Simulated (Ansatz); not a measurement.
# G0W0 on several functionals: VBiO4 (Dreyerite), part 2 of 2

One-shot GW is not self-consistent; how far does the start matter for VBiO4 (Dreyerite)?

Ansatz 0.2.0; G0W0 on several functionals, plane waves, PAW. Known limits of the many-body steps: not at the basis limit; no spin polarisation; d states lean on the start; no spin-orbit coupling.

So far. Step 2 (G0W0 on r2SCAN): The gap on the mesh goes from 3.17 eV to 4.44 eV, a correction of +1.27 eV. Between the two edge states, bare exchange in place of the xc potential would open the gap by 10.45 eV, and correlation takes back 9.18 eV.

In doubt: masses and optical values from hybrid runs of this build are listed as unsure (steps 3, 4), which bears on the screening that GW takes from such a start.

### Step 3. G0W0 on HSE06

One-shot GW remembers its start. Another functional's orbitals and levels show by how much.

This step: G0W0 on HSE06, plane waves, PAW; PAW set soft_1.

Contents of input.yaml:

```yaml
crystal:
  lattice:
    - [-3.6515, 3.6515, 3.292]
    - [3.6515, -3.6515, 3.292]
    - [3.6515, 3.6515, -3.292]
  atoms:
    - { symbol: V, position: [0.5, 0.5, 0.0] }
    - { symbol: V, position: [0.25, 0.75, 0.5] }
    - { symbol: Bi, position: [0.75, 0.25, 0.5] }
    - { symbol: Bi, position: [0.0, 0.0, 0.0] }
    - { symbol: O, position: [0.152062534, 0.3328889632, 0.8191735708] }
    - { symbol: O, position: [0.0828889632, 0.7637153925, 0.6808264292] }
    - { symbol: O, position: [0.5137153925, 0.3328889632, 0.1808264292] }
    - { symbol: O, position: [0.0828889632, 0.402062534, 0.3191735708] }
    - { symbol: O, position: [0.597937466, 0.9171110368, 0.6808264292] }
    - { symbol: O, position: [0.6671110368, 0.847937466, 0.1808264292] }
    - { symbol: O, position: [0.2362846075, 0.9171110368, 0.3191735708] }
    - { symbol: O, position: [0.6671110368, 0.4862846075, 0.8191735708] }
kpoints:
  mp_grid: { grid: [4, 4, 4] }
hamiltonian:
  xc: hse06
  pseudopotentials: { kind: paw, azcp: { folder: soft_1 } }
scf:
  occupations: { method: fixed }
gw:
  n_empty_bands: 962
  ecut_chi: 180.0
  qp_bands: [v4, c4]
  qp_kpoints: band_edges
  screening: { model: contour_deformation }
```

Launch:

```sh
$ ansatz run input.yaml --threads 3 --pin off --max-ram 92160MiB --backend cuda --events-out ev --progress --plain --runs-dir out --devices 1 --max-vram 13GiB
```

Numbers of over 12 decimals in the logs are rounded to 6 here.

Log:

```text
GPUs: using 1 of 1 available (devices: 1).
[...]
davidson cushion auto → on  (no smearing: the cushion is to keep the highest requested band from converging to the state above it; pin scf.eigensolver.cushion to override)
[...]
GPU FFT provider: cuFFT
GPU libraries: cuBLAS 13.8.2, cuFFT 12.4.0, cuSOLVER 12.3.4
Crystal: 12 atoms, lattice volume = 175.575 Å³
Basis set: ecut = 420 eV, 3427 PW (Γ)
Bands: 64, of which v1, the nominal top of the filled ones, is band 52 counted from 1 (51 counted from 0)
Symmetry: 16 space group operations
[...]
k-points: 13 of 64
[...]
GPU buffer pool allocated for 91125 grid points (all kernels)
[...]
SCF iter   1: F=—  HF=-35170.130956 eV  |F-HF|=—  |Δ(HF+E_count)|=         —  Δρ=7.98e-2  dr2=2.12e1  ethr=1.00e-1  ⟨swp⟩=4.0  Hψ=2530  notcnv=0
[...]
SCF iter   9: F=-35166.813914 eV  HF=-35166.813923 eV  |F-HF|=9.44e-6  |Δ(HF+E_count)|=   1.96e-4  Δρ=1.57e-4  dr2=1.55e-5  ethr=1.58e-6  ⟨swp⟩=3.0  Hψ=1975  notcnv=0
SCF 1 stopped early in 9 iterations: F = -35166.813914 eV  dr2 = 1.55e-5
[...]
GPU FFT provider: cuFFT
GPU libraries: cuBLAS 13.8.2, cuFFT 12.4.0, cuSOLVER 12.3.4
[...]
GPU buffer pool allocated for 91125 grid points (all kernels)
[...]
k-point 0: bands = [... 48 lower, 4.5365, 4.7572, 4.7572, 4.9576, 9.9888, 10.4365, 10.5718, 10.6104, ... 2 higher]
  k-point 1: bands = [... 48 lower, 4.6460, 4.7462, 4.8311, 4.9843, 9.9879, 10.3946, 10.5078, 10.5610, ... 2 higher]
  k-point 2: bands = [... 48 lower, 4.6269, 4.6269, 5.0098, 5.0098, 10.1285, 10.1285, 10.5115, 10.5115, ... 2 higher]
  k-point 12: bands = [... 48 lower, 4.4923, 4.4923, 4.8797, 4.8797, 10.2248, 10.2248, 10.2711, 10.2711, ... 2 higher]
  guard bands above this table: 6 of the run's 64 bands. The solve was not asked for them (output.publish_guard_bands: true or output.eigenvalues: true publishes all)
[...]
bands read: the sum over 1014 bands ends inside a degenerate multiplet in 1 slot, whose members it reads at an even weight; the widest, k=0: bands 1014 to 1015 (counted from 1) at 1/2 each
[...]
0    49      4.5365   -25.2807     4.2682   -21.0807  0.7450     4.6047     4.6048  root
     0    50      4.7572   -25.5314     4.0150   -21.6260  0.7498     4.8667     4.8669  root
     0    51      4.7572   -25.5314     4.0150   -21.6260  0.7498     4.8667     4.8669  root
     0    52      4.9576   -25.6477     4.1862   -21.5526  0.7479     5.0486     5.0488  root
     0    53      9.9888   -15.3248    -6.0877   -22.0211  0.7468    10.6026    10.5974  root
     0    54     10.4365   -13.9876    -5.2608   -19.7910  0.7746    10.9826    10.9791  root
     0    55     10.5718   -16.6650    -5.9556   -23.3127  0.7336    11.2712    11.2639  root
     0    56     10.6104   -16.3891    -6.0592   -23.0892  0.7338    11.2579    11.2513  root
[...]
12    53     10.2248   -14.0020    -4.8069   -19.3481  0.7916    10.7670    10.7641  root
    12    54     10.2248   -14.0020    -4.8069   -19.3481  0.7916    10.7670    10.7641  root
    12    55     10.2711   -15.2703    -5.5122   -21.3572  0.7571    10.8502    10.8458  root
    12    56     10.2711   -15.2703    -5.5122   -21.3572  0.7571    10.8502    10.8458  root
[key lines of the parts left out:]
Free energy (F): -35168.386712 eV
Fermi energy:    5.439827 eV
```

Elapsed: 4.7 min, on 1 × NVIDIA H100 80GB HBM3 (shared by 6 runs) with 3 threads of AMD EPYC 7R13 (Zen 3), shared host; peak memory 4.3 GiB.

This step gave:

- bands summed: 1014
- RPA ε∞ on this mesh (eigenvalues): 3.959, 3.959, 4.978
- plane waves in the screening matrix: 951
- q-points in the mesh: 64
- G0W0 gap on the mesh: 4.685 eV
- k of the valence top: 0, -0.5, 0
- k of the conduction bottom: 0, -0.5, 0
- starting gap on the mesh: 4.074 eV
- Z at the valence top: 0.7754
- Z at the conduction bottom: 0.7637
- least direct G0W0 gap on the computed points: 4.685 eV

Against the run with 4×4×4 mesh, 962 empty bands, screening to 180 eV, PAW set soft_1 files on r2SCAN, the gap moves by +0.24 eV, while the start moved by +0.91 eV.

### Step 4. G0W0 on PBE0

This step: G0W0 on PBE0, plane waves, PAW; PAW set soft_1.

input.yaml, as its differences from that of step 3:

```diff
@@ -21,3 +21,3 @@
 hamiltonian:
-  xc: hse06
+  xc: pbe0
   pseudopotentials: { kind: paw, azcp: { folder: soft_1 } }
```

Log:

```text
GPUs: using 1 of 1 available (devices: 1).
[...]
GPU FFT provider: cuFFT
GPU libraries: cuBLAS 13.8.2, cuFFT 12.4.0, cuSOLVER 12.3.4
Crystal: 12 atoms, lattice volume = 175.575 Å³
Basis set: ecut = 420 eV, 3427 PW (Γ)
Bands: 64, of which v1, the nominal top of the filled ones, is band 52 counted from 1 (51 counted from 0)
Symmetry: 16 space group operations
[...]
k-points: 13 of 64
[...]
0    55     10.9586   -16.6538    -5.7871   -22.9028  0.7498    11.4232    11.4205  root
     0    56     10.9980   -16.3722    -5.8901   -22.6737  0.7502    11.4116    11.4094  root
[...]
12    53     10.5744   -13.9707    -4.6834   -18.9511  0.8037    10.8721    10.8714  root
    12    54     10.5744   -13.9707    -4.6834   -18.9511  0.8037    10.8721    10.8714  root
    12    55     10.6419   -15.2041    -5.3634   -20.9045  0.7724    10.9802    10.9789  root
    12    56     10.6419   -15.2041    -5.3634   -20.9045  0.7724    10.9802    10.9789  root
[key lines of the parts left out:]
Free energy (F): -35163.360439 eV
Fermi energy:    5.078276 eV
```

Run time: 4.1 min. Hardware: 1 × NVIDIA H100 80GB HBM3 (shared by 6 runs) with 3 threads; peak memory 4.3 GiB; 5.7 min of CPU time.

This step gave:

```yaml
bands_summed: 1014
rpa_eps_infinity_on_this_mesh_eigenvalues: 3.712, 3.712, 4.604
plane_waves_in_the_screening_matrix: 951
g0w0_gap_on_the_mesh: 4.933 eV
k_of_the_valence_top: 0, -0.5, 0
k_of_the_conduction_bottom: 0, -0.5, 0
starting_gap_on_the_mesh: 4.796 eV
least_direct_g0w0_gap_on_the_computed_points: 4.933 eV
```

Against the run with 4×4×4 mesh, 962 empty bands, screening to 180 eV, PAW set soft_1 files on HSE06, the gap moves by +0.25 eV, while the start moved by +0.72 eV.

### Step 5. Side by side

All on the 4×4×4 mesh with 962 empty bands and screening to 180 eV. Times are wall times on 1 × NVIDIA H100 80GB HBM3 (shared by 6 runs) with 3 threads of AMD EPYC 7R13 (Zen 3), shared host, good to a factor of about two.

```csv
start,starting gap (eV),shift (eV),G0W0 gap (eV),RPA ε∞ (harmonic mean),"Z (valence, conduction)",time
r2SCAN,3.17,+1.27,4.44,4.88,"0.75, 0.73",1.7 min
HSE06,4.07,+0.61,4.69,4.25,"0.78, 0.76",4.7 min
PBE0,4.80,+0.14,4.93,3.97,"0.79, 0.78",4.1 min
```

How the two edges are built up, in eV (the quasiparticle level is the starting level plus Σx plus Σc less Vxc):

```csv
run,edge,start,Σx,Σc,Vxc,Z,QP
r2SCAN,valence top,5.92,-24.61,2.97,-21.37,0.75,5.66
r2SCAN,conduction bottom,9.09,-15.31,-6.21,-22.53,0.73,10.10
HSE06,valence top,5.42,-24.48,2.65,-21.79,0.78,5.38
HSE06,conduction bottom,9.51,-14.69,-5.85,-21.09,0.76,10.07
PBE0,valence top,5.05,-24.48,2.54,-22.16,0.79,5.27
PBE0,conduction bottom,9.87,-14.65,-5.70,-20.67,0.78,10.20
```

For a hybrid start, Vxc holds its share of exact exchange. Where G0W0 reorders the edges (HSE06 and PBE0), the two states listed lie further apart at the start than the starting gap.

### Step 6. Outcome

```
G0W0@r2SCAN  : 4.44 eV (start 3.17 eV)
G0W0@HSE06   : 4.69 eV (start 4.07 eV)
G0W0@PBE0    : 4.93 eV (start 4.80 eV)
known limits : not at the basis limit; no spin polarisation; d states lean on the start; no spin-orbit coupling
```

What this shows: The starting gaps span 1.63 eV and the G0W0 gaps 0.49 eV. Between r2SCAN and PBE0, 0.49 eV of the 1.63 eV survives, 30 %. PBE0 screens less than r2SCAN (ε∞ 3.97 against 4.88). Of the 0.49 eV by which its G0W0 gap is higher, the correlation part gives +0.94 eV, and exchange with the one-particle terms, which follow the orbitals, −0.45 eV. The smallest correction, +0.14 eV, is on PBE0, the start nearest to reproducing itself. Bands and cutoff are finite, so the gap is not at the basis limit. The miss can reach some tenths of an eV and take either sign; the mesh is an error of its own. Where an edge is built on 6p states of lead, bismuth or thallium, scalar-relativistic gaps usually stand too wide, by a few tenths to over one eV. The runs have no spin polarisation. For a closed low-spin shell that is the natural state; where a d or f shell is open it is a constraint, and the gap is then not the crystal's own. With d states at the gap, one-shot GW leans hard on its start. The many-body steps are scalar-relativistic: spin-orbit coupling is not in them.

[Paths, hosts, dates, memory and timing lines, banners, echoed tables and standing remarks are left out of the program output.]

[Logs are printed without paths, hosts, clocks, repeated set-up lines and the standing remarks that a program may print on its own settings, such as how far it seeks lower states.]

[Runs of the session that timed out or met a known fault of the program may be left out.]

[Cells called generated may have been cut or substituted from an entry of the Crystallography Open Database or the Materials Project.]

[Hosts, paths, dates, database ids (printed as entryN), source tags and the programs' standing remarks are cut or masked in the printed files.]
